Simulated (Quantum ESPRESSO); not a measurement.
# Carrying a functional's shift from two faces of Na to a third

Method. Quantum ESPRESSO 7.5 (pw.x, pp.x), GBRV ultrasoft files, cold smearing of 0.02 Ry; slabs at the tabulated lattice constant, relaxed under PBE by Ansatz 0.2.0; both functionals on the same atoms. Work functions in eV.

| face | area an atom (Å²) | PBE | PBEsol |
| --- | --- | --- | --- |
| (110) | 12.65 | 2.785 | 2.806 |
| (100) | 17.89 | 2.570 | 2.584 |
| (111) | 30.99 | 2.580 | withheld |

To predict: What does PBEsol give for (111)?

By hand: The shifts from PBE are 2.806 − 2.785 = +0.021 eV and 2.584 − 2.570 = +0.014 eV, +0.018 eV in the mean. A rigid shift gives 2.580 + (+0.018) = 2.598 eV.

What the calculation gave: 2.592 eV; the estimate misses by +0.006 eV. The shift is rigid within 0.03 eV, so differences between faces carry over.

Caveats: Thin, unreconstructed slabs; thickness and mesh leave some 0.05 to 0.1 eV open, which largely cancels in the shift.
